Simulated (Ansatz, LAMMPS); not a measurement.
# Squeezing and shearing glassy 56SiO2-26Al2O3-18BaO (mol %) (114 atoms), part 2 of 3

How stiff is glassy 56SiO2-26Al2O3-18BaO (mol %) (114 atoms), and how do its levels respond to strain?

Ansatz 0.2.0; Kohn-Sham DFT, RPBE, PAW (set soft_2), plane waves.

The cell: 19 Si, 18 Al, 6 Ba and 71 O. The quench rate of 20 K/ps is many orders above laboratory rates. The network of bonds at the start is that of the classical potential that made the cell. Sampling is at Γ alone. No spin–orbit coupling is included.

So far. Step 2 (Single point at the start): The r.m.s. force at the start is 0.83 eV/Å. Step 3 (Cell and atoms relaxed): The relaxation converged after 19 steps, with a largest force component of 0.050 eV/Å.

## 4. Single point at the relaxed geometry

The electronic structure is read at the final geometry, in a run of its own.

Contents of input.yaml:

```yaml
crystal:
  lattice:
    - [11.88823, -0.13698, 0.19082]
    - [-0.13698, 11.71259, -0.32738]
    - [0.19082, -0.32738, 12.04181]
  atoms:
    - { symbol: Si, position: [0.40469, 0.94729, 0.17493] }
    - { symbol: Si, position: [0.11312, 0.26356, 0.6462] }
    - { symbol: Si, position: [0.24783, 0.50765, 0.68757] }
    - { symbol: Si, position: [0.63306, 0.68841, 0.17471] }
    - { symbol: Si, position: [0.09665, 0.37825, 0.03385] }
    - { symbol: Si, position: [0.89059, 0.72196, 0.47562] }
    [... 102 atom lines left out ...]
    - { symbol: O, position: [0.38384, 0.67924, 0.39131] }
    - { symbol: O, position: [0.08842, 0.99725, 0.76014] }
    - { symbol: O, position: [0.25058, 0.80825, 0.83792] }
    - { symbol: O, position: [0.20991, 0.17687, 0.68659] }
    - { symbol: O, position: [0.87006, 0.80934, 0.37359] }
    - { symbol: O, position: [0.59363, 0.74363, 0.2994] }
kpoints:
  mp_grid: { grid: [1, 1, 1] }
hamiltonian:
  xc: rpbe
scf:
  occupations: { method: fixed }
output:
  forces: true
  stress: true
  populations: intrinsic
  dos:
    method: { smearing: { sigma: 0.1 } }
    de: 0.1
    projected: { site_lists: { Al: [Al], Ba: [Ba], O: [O], Si: [Si] } }
  eigenvalues: true
  write_density: true
  write_potential: true
  volumetric_format: npy
```

On the command line:

```
> ansatz run input.yaml --threads 4 --pin off --max-ram 8192MiB --backend cpu --events-out ev --progress --plain --runs-dir out
```

Numbers of over 12 decimals in the logs are rounded to 6 here.

Output:

```text
[...]
Crystal: 114 atoms, lattice volume = 1674.816 Å³
Basis set: ecut = 420 eV, 32743 PW (Γ), exchange–correlation on 160×160×162 points (8 copies of the dense FFT grid, shifted against one another)
Bands: 422, of which v1, the nominal top of the filled ones, is band 308 counted from 1 (307 counted from 0)
Symmetry: 1 space group operations
[...]
k-points: 1
[...]
SCF iter   1: F=—  HF=-98182.970063 eV  |F-HF|=—  |Δ(HF+E_count)|=         —  Δρ=3.86e-3  dr2=2.74e-1  ethr=1.77e-3  ⟨swp⟩=5.0  Hψ=1654  notcnv=0  defer=112
[...]
SCF iter   9: F=-98182.946516 eV  HF=-98182.946516 eV  |F-HF|=5.36e-9  |Δ(HF+E_count)|=   4.39e-7  Δρ=1.82e-6  dr2=5.15e-8  ethr=1.62e-11  ⟨swp⟩=27.0  Hψ=4781  notcnv=0
SCF 1 converged in 9 iterations: F = -98182.946516 eV  dr2 = 5.15e-8
[...]
SCF converged after 9 iterations
Free energy (F): -98182.946516 eV
[...]
Internal energy: -98182.946516 eV  (E = F + TS)
E sigma→0 (E₀):  -98182.946516 eV
Fermi energy:    3.653769 eV
[...]
--- Forces (eV/Å), atoms counted from 1 ---
  atom   1  Si    -0.00180575     0.00641160     0.00443059
  atom   2  Si    -0.00484918    -0.00212244     0.00503657
  atom   3  Si     0.00001526    -0.00681482     0.00138553
  atom   4  Si    -0.00276874    -0.00017050    -0.00159540
  atom   5  Si     0.00354256     0.00249852    -0.00076732
  atom   6  Si     0.00732908    -0.00213898     0.00561186
  atom   7  Si     0.01417241    -0.00591086    -0.00328899
  atom   8  Si    -0.00126534    -0.00213376    -0.00068750
  atom   9  Si     0.00260519    -0.01233607    -0.00388925
  atom  10  Si    -0.00093336     0.00262194    -0.00107887
  atom  11  Si    -0.00226896     0.00383877     0.00245045
  atom  12  Si    -0.00441271     0.00586853     0.00235680
  atom  13  Si     0.00288086    -0.00349083    -0.00115528
  atom  14  Si    -0.00517930     0.00631578    -0.00143750
[...]
atom 113  O     -0.00073457     0.00471833     0.00019858
  atom 114  O     -0.00078003    -0.00348789    -0.00188878
  max |Σ_I F_I| component: 1.71e-4 eV/Å
--- Stress (GPa, compression-positive) ---
        0.006670       0.003469      -0.000356
        0.003462       0.000618      -0.005965
       -0.000360      -0.005970       0.007294
  P = ⅓ Tr σ = 0.0049 GPa (0.049 kbar)
--- Band table (eV) ---
[...]
--- intrinsic populations: 114 sites ---
  site symbol       q [e]
     0     Si      2.2716
     1     Si      2.3069
     2     Si      2.2728
[...]
113      O      6.8729
  spilling = 0.000000 (of n_electrons = 616.000000)
```

The job ended after 22 s (4 threads of Intel Xeon Platinum 8223CL at 3.00GHz (Skylake/Cascade Lake), shared host; peak memory 2.3 GiB; 83 s of CPU time).

The run gave:

- free energy: -98182.9465 eV
- free energy per atom: -861.2539 eV/atom
- SCF cycles: 9
- pressure: 0.004861 GPa
- r.m.s. force component: 0.00449 eV/Å
- longest force: 0.05424 eV/Å
- Fermi energy: 3.654 eV
- gap (highest filled to lowest empty level): 4.001 eV

Intrinsic-atomic-orbital charges by element:

```tsv
element	coordination	atoms	mean charge (e)	spread	least	most
Al	all	18	1.34	0.0399	1.25	1.38
Ba	all	6	1.91	0.0123	1.90	1.94
O	all	71	-0.954	0.0596	-1.21	-0.871
Si	all	19	1.70	0.028	1.65	1.74
```

States in the cell by windows of 1 eV, zero at the Fermi level; the larger projections on atomic orbitals stand beside the total:

```tsv
from (eV)	to (eV)	total	O p	Ba p
-14	-12	0.0	0.0	0.0
-12	-11	14.7	0.3	14.2
-11	-10	21.3	0.6	20.2
-10	-9	0.0	0.0	0.0
-9	-8	8.5	5.6	0.0
-8	-7	13.9	9.4	0.0
-7	-6	17.6	12.6	0.0
-6	-5	38.4	29.1	0.1
-5	-4	53.0	41.6	0.1
-4	-3	51.6	43.1	0.2
-3	-2	81.9	73.6	0.3
-2	-1	92.3	86.7	0.2
-1	0	66.9	64.1	0.1
0	1	2.0	2.0	0.0
1	3	0.0	0.0	0.0
3	4	0.8	0.0	0.0
4	5	3.3	0.1	0.0
```

With fixed occupations the program's Fermi level is the highest filled level; weight inside the gap is the broadening of levels at its edges.

Between -26 and -14 eV lie 150 more states.

The levels nearest the highest filled one (over half full), pooled over k-points and spins:

```tsv
level less the highest filled one (eV)	occupation
-0.301	2
-0.182	2
-0.140	2
-0.0918	2
-0.0811	2
0	2
4.00	0
4.80	0
5.10	0
5.28	0
5.37	0
5.46	0
```

Electrostatic potential energy in the ac plane at fractional y = 0.081, with atoms of Si and Al and Ba and O within 0.2 Å of it. With pseudopotentials it is smooth inside the atoms' cores, unlike the true potential.

Ten even steps from '0' (-36 eV) to '9' (10 eV), each cell a mean:
```
999999999999999998899999984000379
999999975589999876678999987423689
999999830059998631135899999888999
999998741279987400003789999999999
999985112689987410003789999999999
999972000489998743246899999999999
999985112689999887788999999999999
999998777899999999999999999999999
999999999999999996459999999999999
999999999999999981006999999999999
989999999988888995237999999999999
766789999887778898888899999999998
556568999887778899888999999985577
567658999988888987899999998840026
655568999999999841488889998862148
887425999999999963566678999999999
996001788888999998656657899999999
998524655620389998656657899999999
999987634520279999866568999999999
999998766787899999998889999999999
999998778999999999999999999998799
999997469999999999999999999985489
999999889999999999999999998655689
999999999999999999999999985000479
```
Columns run along a (11.9 Å; values clipped at the 3rd and 97th percentile), rows up along c (12.0 Å). Atoms in or near the plane, at fractional coordinates: Si at (0.86, 0.98), Al at (0.63, 0.28), Al at (0.06, 0.44), Ba at (0.54, 0.83), O at (0.56, 0.59), O at (0.26, 0.88), O at (0.91, 0.42), O at (0.13, 0.30).

Valence density in the ac plane at fractional y = 0.081, with atoms of Si and Al and Ba and O within 0.2 Å of it. It is the smooth field of the valence electrons, not physical close to the nuclei.

Ten steps, logarithmic in the rise over the least value, from '0' (0.0 e/Å³) to '9' (6.6 e/Å³), each cell a mean:
```
100000123321001111100013344322332
100001367752101234432111223344322
000012589973112456664200012343221
001112478863113565565310001222110
112333345532112566565310000011000
123443223332111356654200000000000
012333333332110123322100000000000
001122333332110123332100000000000
000011222111100246774210000000000
000000000000111258996310000000000
011110000011221247875311000000000
112221000013332223443211100122321
211221000013332223322222211356754
311121100011222356532234322479985
323443210000112578753344432368874
235787421111112467753233321234432
136998632345431234432123221111110
025787544589852112211123221000000
012344334689863111122222211000000
000123443456542111122221100122221
101135654222211011111111001245642
101235764210000001111111112357753
100124553210000000000112333356542
000011222110011100000123444333432
```
Columns run along a (11.9 Å), rows up along c (12.0 Å). Atoms in or near the plane, at fractional coordinates: Si at (0.86, 0.98), Al at (0.63, 0.28), Al at (0.06, 0.44), Ba at (0.54, 0.83), O at (0.56, 0.59), O at (0.26, 0.88), O at (0.91, 0.42), O at (0.13, 0.30).

Between filled and empty levels lie 4.00 eV (at Γ alone); a semilocal functional tends to put such gaps too low. In a disordered cell it changes from sample to sample, and tail or defect levels can set it. Mean intrinsic-atomic-orbital charges: Al +1.34, Ba +1.91, O -0.95, Si +1.70 e.

## 5. Volume -3 %

The relaxed cell is scaled evenly and the atoms are relaxed again; the stress at the end gives one point of P(V).

input.yaml, the sections that differ from step 4:

```yaml
crystal:
  lattice:
    - [11.76814, -0.1356, 0.18889]
    - [-0.1356, 11.59427, -0.32407]
    - [0.18889, -0.32407, 11.92017]
  atoms:
    [... the 114 atom lines of step 4 ...]
output:
  forces: true
  eigenvalues: true
  stress: true
relax:
  f_tol: 0.05
  max_steps: 70
# kpoints, hamiltonian, scf: as in step 4
```

Output:

```text
Warning: output.stress: scf.convergence.dr2_threshold = 1e-7 eV (the SCF's general default) is looser than the 1.08e-8 eV advised for a printed stress (1e-10 eV for each atom of the cell: 114, of which 108 are counted). What an SCF threshold leaves in a stress goes as its square root, and in the free energy as the threshold itself, and one threshold admits the most on a small cell: [...]
[...]
Crystal: 114 atoms, lattice volume = 1624.572 Å³
Basis set: ecut = 420 eV, 31783 PW (Γ), exchange–correlation on 160×160×160 points (8 copies of the dense FFT grid, shifted against one another)
Bands: 422, of which v1, the nominal top of the filled ones, is band 308 counted from 1 (307 counted from 0)
Symmetry: 1 space group operations
[...]
k-points: 1
[...]
SCF iter   1: F=—  HF=-98182.295071 eV  |F-HF|=—  |Δ(HF+E_count)|=         —  Δρ=3.90e-3  dr2=2.67e-1  ethr=1.77e-3  ⟨swp⟩=5.0  Hψ=1654  notcnv=0  defer=112
[...]
SCF iter   6: F=-98182.273295 eV  HF=-98182.273284 eV  |F-HF|=1.13e-5  |Δ(HF+E_count)|=   7.35e-5  Δρ=2.23e-5  dr2=9.55e-6  ethr=1.01e-8  ⟨swp⟩=19.0  Hψ=3895  notcnv=0
SCF 1 converged in 6 iterations: F = -98182.273295 eV  dr2 = 9.55e-6
[...]
relax step   1: F+E_penalty+E_count = -98182.27329497 eV  Δ(F+E_penalty+E_count) = +0.000e0 eV  max|allowed force component| = 4.975e-1 eV/Å  Δτ_max = 0.0000 Å  (6 SCF iters, dr2 threshold 6.25e-5 eV, accepted)
[...]
relax step   2: F+E_penalty+E_count = -98182.40753979 eV  Δ(F+E_penalty+E_count) = -1.342e-1 eV  max|allowed force component| = 5.691e-1 eV/Å  Δτ_max = 0.1553 Å  (7 SCF iters, dr2 threshold 1.55e-5 eV, accepted)
[...]
relax step   3: F+E_penalty+E_count = -98182.56684971 eV  Δ(F+E_penalty+E_count) = -1.593e-1 eV  max|allowed force component| = 1.820e-1 eV/Å  Δτ_max = 0.0789 Å  (6 SCF iters, dr2 threshold 2.02e-5 eV, accepted)
relax step   4: F+E_penalty+E_count = -98182.54820575 eV  Δ(F+E_penalty+E_count) = +1.864e-2 eV  max|allowed force component| = 3.458e-1 eV/Å  Δτ_max = 0.2000 Å  (8 SCF iters, dr2 threshold 3.39e-6 eV, rejected (line search))
relax step   5: F+E_penalty+E_count = -98182.64308837 eV  Δ(F+E_penalty+E_count) = -7.624e-2 eV  max|allowed force component| = 9.697e-2 eV/Å  Δτ_max = 0.1000 Å  (9 SCF iters, accepted)
relax step   6: F+E_penalty+E_count = -98182.65646243 eV  Δ(F+E_penalty+E_count) = -1.337e-2 eV  max|allowed force component| = 1.174e-1 eV/Å  Δτ_max = 0.1000 Å  (9 SCF iters, accepted)
relax step   7: F+E_penalty+E_count = -98182.66620214 eV  Δ(F+E_penalty+E_count) = -9.740e-3 eV  max|allowed force component| = 2.539e-2 eV/Å  Δτ_max = 0.0501 Å  (6 SCF iters, dr2 threshold 3.91e-6 eV, accepted)
[...]
relax step   8: F+E_penalty+E_count = -98182.66620398 eV  Δ(F+E_penalty+E_count) = -1.842e-6 eV  max|allowed force component| = 2.550e-2 eV/Å  Δτ_max = 0.0000 Å  (4 SCF iters, accepted)
SCF converged after 4 iterations
Free energy (F): -98182.666204 eV
[...]
Internal energy: -98182.666204 eV  (E = F + TS)
E sigma→0 (E₀):  -98182.666204 eV
Fermi energy:    3.907271 eV
[...]
--- Forces (eV/Å), atoms counted from 1 ---
  atom   1  Si     0.01692314     0.00833462    -0.01788013
  atom   2  Si    -0.01406199     0.00055981    -0.00935491
  atom   3  Si     0.00499249    -0.00020679    -0.00313776
  atom   4  Si     0.00543770    -0.00633321     0.00308218
  atom   5  Si     0.01234461    -0.00932214    -0.00211610
  atom   6  Si     0.01020015     0.01317669    -0.00812536
  atom   7  Si     0.01404992    -0.00182406    -0.01625084
  atom   8  Si     0.00831915     0.01058045    -0.00340675
  atom   9  Si     0.00756806    -0.01006025    -0.01355995
  atom  10  Si    -0.00570337     0.01175654     0.01673794
  atom  11  Si    -0.00653186     0.00172686     0.00568422
  atom  12  Si    -0.00699971     0.00189658     0.01223361
  atom  13  Si    -0.01704789    -0.00662819     0.01048969
  atom  14  Si    -0.02374486    -0.01415360    -0.01210001
[...]
atom 113  O      0.00358339    -0.01350359     0.00324042
  atom 114  O     -0.00224648     0.00489515     0.00758471
  max |Σ_I F_I| component: 1.07e-4 eV/Å
--- Stress (GPa, compression-positive) ---
        1.783692      -0.004374      -0.070761
       -0.004379       1.778863       0.114092
       -0.070764       0.114087       1.817358
  P = ⅓ Tr σ = 1.7933 GPa (17.933 kbar)
--- Band table (eV) ---
[...]
--- Relaxed structure (8 steps of the walk, 7 accepted, 0 SCFs on fresh bases) ---
  F+E_penalty+E_count = -98182.66620398 eV   max|allowed force component| = 2.550e-2 eV/Å
  atoms:
    - { symbol: Si, position: [0.402975, 0.950457, 0.176211] }
    - { symbol: Si, position: [0.114693, 0.265823, 0.643186] }
    - { symbol: Si, position: [0.249730, 0.509544, 0.683006] }
    - { symbol: Si, position: [0.635664, 0.691433, 0.173632] }
[...]
- { symbol: O, position: [0.597296, 0.750931, 0.298417] }
```

The job ended after 2 min (4 threads; peak memory 2.3 GiB).

The program notes that the SCF threshold is loose for the stress.

The relaxation converged after 8 steps, 0.393 eV below its start, with a largest force component of 0.026 eV/Å.

Volume -3 %: the energy stands 0.280 eV above that of the reference, at a pressure of 1.79 GPa.

## 6. Volume +3 %

The relaxed cell is scaled to another volume.

Input and log are left out; they have the form of those shown for this kind of step.

Run time: 2.2 min. Hardware: 4 threads of Intel Xeon Platinum 8223CL at 3.00GHz (Skylake/Cascade Lake), shared host; peak memory 2.4 GiB; 8.3 min of CPU time.

The relaxation converged after 7 steps, 0.348 eV below its start, with a largest force component of 0.034 eV/Å.

Volume +3 %: the energy stands 0.264 eV above that of the reference, at a pressure of -1.63 GPa.

## 7. Volume -6 %

The relaxed cell is scaled to another volume.

Input and log are left out; they have the form of those shown for this kind of step.

The job ended after 2.4 min (4 threads of Intel Xeon Platinum 8223CL at 3.00GHz (Skylake/Cascade Lake), shared host; peak memory 2.2 GiB).

The relaxation converged after 10 steps, 1.76 eV below its start, with a largest force component of 0.034 eV/Å.

Volume -6 %: the energy stands 1.09 eV above that of the reference, at a pressure of 3.47 GPa.

## 8. Volume +6 %

The relaxed cell is scaled to another volume.

input.yaml, the sections that differ from step 5:

```yaml
crystal:
  lattice:
    - [12.12139, -0.13967, 0.19456]
    - [-0.13967, 11.94231, -0.3338]
    - [0.19456, -0.3338, 12.27798]
  atoms:
    [... the 114 atom lines of step 4 ...]
# kpoints, hamiltonian, scf, output, relax: as in step 5
```

Output:

```text
[...]
Crystal: 114 atoms, lattice volume = 1775.304 Å³
Basis set: ecut = 420 eV, 34709 PW (Γ), exchange–correlation on 180×160×180 points (8 copies of the dense FFT grid, shifted against one another)
Bands: 422, of which v1, the nominal top of the filled ones, is band 308 counted from 1 (307 counted from 0)
Symmetry: 1 space group operations
[...]
k-points: 1
[...]
SCF iter   1: F=—  HF=-98180.657331 eV  |F-HF|=—  |Δ(HF+E_count)|=         —  Δρ=3.84e-3  dr2=2.95e-1  ethr=1.77e-3  ⟨swp⟩=5.0  Hψ=1637  notcnv=0  defer=112
[...]
SCF iter   5: F=—  HF=-98180.630479 eV  |F-HF|=—  |Δ(HF+E_count)|=   4.19e-4  Δρ=1.40e-4  dr2=2.91e-4  ethr=1.06e-7  ⟨swp⟩=2.0  Hψ=721  notcnv=0  defer=112
SCF iter   6: F=-98180.630552 eV  HF=-98180.630540 eV  |F-HF|=1.20e-5  |Δ(HF+E_count)|=   6.18e-5  Δρ=2.49e-5  dr2=1.34e-5  ethr=1.01e-8  ⟨swp⟩=22.0  Hψ=3698  notcnv=0
SCF 1 converged in 6 iterations: F = -98180.630552 eV  dr2 = 1.34e-5
[...]
relax step   1: F+E_penalty+E_count = -98180.63055230 eV  Δ(F+E_penalty+E_count) = +0.000e0 eV  max|allowed force component| = 8.059e-1 eV/Å  Δτ_max = 0.0000 Å  (6 SCF iters, dr2 threshold 6.25e-5 eV, accepted)
[...]
relax step   2: F+E_penalty+E_count = -98181.26106722 eV  Δ(F+E_penalty+E_count) = -6.305e-1 eV  max|allowed force component| = 6.932e-1 eV/Å  Δτ_max = 0.1945 Å  (7 SCF iters, dr2 threshold 4.06e-5 eV, accepted)
[...]
relax step   3: F+E_penalty+E_count = -98181.69777199 eV  Δ(F+E_penalty+E_count) = -4.367e-1 eV  max|allowed force component| = 2.771e-1 eV/Å  Δτ_max = 0.0961 Å  (6 SCF iters, dr2 threshold 3.00e-5 eV, accepted)
relax step   4: F+E_penalty+E_count = -98181.80222580 eV  Δ(F+E_penalty+E_count) = -1.045e-1 eV  max|allowed force component| = 4.507e-1 eV/Å  Δτ_max = 0.2000 Å  (8 SCF iters, dr2 threshold 1.23e-5 eV, accepted)
relax step   5: F+E_penalty+E_count = -98181.91184710 eV  Δ(F+E_penalty+E_count) = -1.096e-1 eV  max|allowed force component| = 1.799e-1 eV/Å  Δτ_max = 0.1596 Å  (6 SCF iters, dr2 threshold 3.25e-5 eV, accepted)
relax step   6: F+E_penalty+E_count = -98181.94101326 eV  Δ(F+E_penalty+E_count) = -2.917e-2 eV  max|allowed force component| = 1.589e-1 eV/Å  Δτ_max = 0.2000 Å  (8 SCF iters, dr2 threshold 5.16e-6 eV, accepted)
relax step   7: F+E_penalty+E_count = -98181.95724309 eV  Δ(F+E_penalty+E_count) = -1.623e-2 eV  max|allowed force component| = 8.853e-2 eV/Å  Δτ_max = 0.0779 Å  (6 SCF iters, dr2 threshold 4.02e-6 eV, accepted)
relax step   8: F+E_penalty+E_count = -98181.96498285 eV  Δ(F+E_penalty+E_count) = -7.740e-3 eV  max|allowed force component| = 1.616e-1 eV/Å  Δτ_max = 0.2000 Å  (9 SCF iters, accepted)
relax step   9: F+E_penalty+E_count = -98181.97619740 eV  Δ(F+E_penalty+E_count) = -1.121e-2 eV  max|allowed force component| = 6.321e-2 eV/Å  Δτ_max = 0.0383 Å  (6 SCF iters, dr2 threshold 8.11e-6 eV, accepted)
relax step  10: F+E_penalty+E_count = -98181.97116807 eV  Δ(F+E_penalty+E_count) = +5.029e-3 eV  max|allowed force component| = 1.304e-1 eV/Å  Δτ_max = 0.2000 Å  (9 SCF iters, rejected (line search))
[...]
relax step  11: F+E_penalty+E_count = -98181.98364646 eV  Δ(F+E_penalty+E_count) = -7.449e-3 eV  max|allowed force component| = 3.328e-2 eV/Å  Δτ_max = 0.0978 Å  (8 SCF iters, accepted)
SCF converged after 8 iterations
Free energy (F): -98181.983646 eV
[...]
Internal energy: -98181.983646 eV  (E = F + TS)
E sigma→0 (E₀):  -98181.983646 eV
Fermi energy:    3.411158 eV
[...]
Σ components = -98181.983646   (vs F -98181.983646, Δ=0.00e0)
--- Forces (eV/Å), atoms counted from 1 ---
  atom   1  Si    -0.00117859    -0.01109844    -0.00192308
  atom   2  Si    -0.00239912     0.00434760     0.01925285
  atom   3  Si     0.01268658    -0.00089692     0.00887229
  atom   4  Si     0.01031940    -0.00410915     0.00405959
[...]
atom 114  O     -0.00401083     0.00425596    -0.00057436
  max |Σ_I F_I| component: 2.28e-4 eV/Å
--- Stress (GPa, compression-positive) ---
       -2.848903      -0.034849       0.110055
       -0.034849      -2.970335      -0.002764
        0.110052      -0.002764      -2.815012
  P = ⅓ Tr σ = -2.8781 GPa (-28.781 kbar)
--- Band table (eV) ---
[...]
--- Relaxed structure (11 steps of the walk, 10 accepted, 0 SCFs on fresh bases) ---
  F+E_penalty+E_count = -98181.98364646 eV   max|allowed force component| = 3.328e-2 eV/Å
  atoms:
    - { symbol: Si, position: [0.409821, 0.942176, 0.174005] }
    - { symbol: Si, position: [0.110724, 0.262467, 0.655955] }
    - { symbol: Si, position: [0.246742, 0.506252, 0.693366] }
    - { symbol: Si, position: [0.628960, 0.682340, 0.175774] }
[...]
- { symbol: O, position: [0.588808, 0.733536, 0.299094] }
```

It took 3.4 min on 4 threads; peak memory 2.5 GiB.

The relaxation converged after 11 steps, 1.35 eV below its start, with a largest force component of 0.033 eV/Å.

Volume +6 %: the energy stands 0.963 eV above that of the reference, at a pressure of -2.88 GPa.

## 9. Volume -10 %

The relaxed cell is scaled to another volume.

Input and log are left out; they have the form of those shown for this kind of step.

The job ended after 5.8 min (4 threads of Intel Xeon Platinum 8223CL at 3.00GHz (Skylake/Cascade Lake), shared host; peak memory 2.2 GiB).

The relaxation converged after 18 steps, 5.80 eV below its start, with a largest force component of 0.036 eV/Å.

Volume -10 %: the energy stands 2.70 eV above that of the reference, at a pressure of 5.65 GPa.

(Continued in part 3 of 3.)

[Logs are printed without paths, hosts, clocks, repeated set-up lines and the standing remarks that a program may print on its own settings, such as how far it seeks lower states.]

[Hosts, paths, dates, database ids (printed as entryN), source tags and the programs' standing remarks are cut or masked in the printed files.]
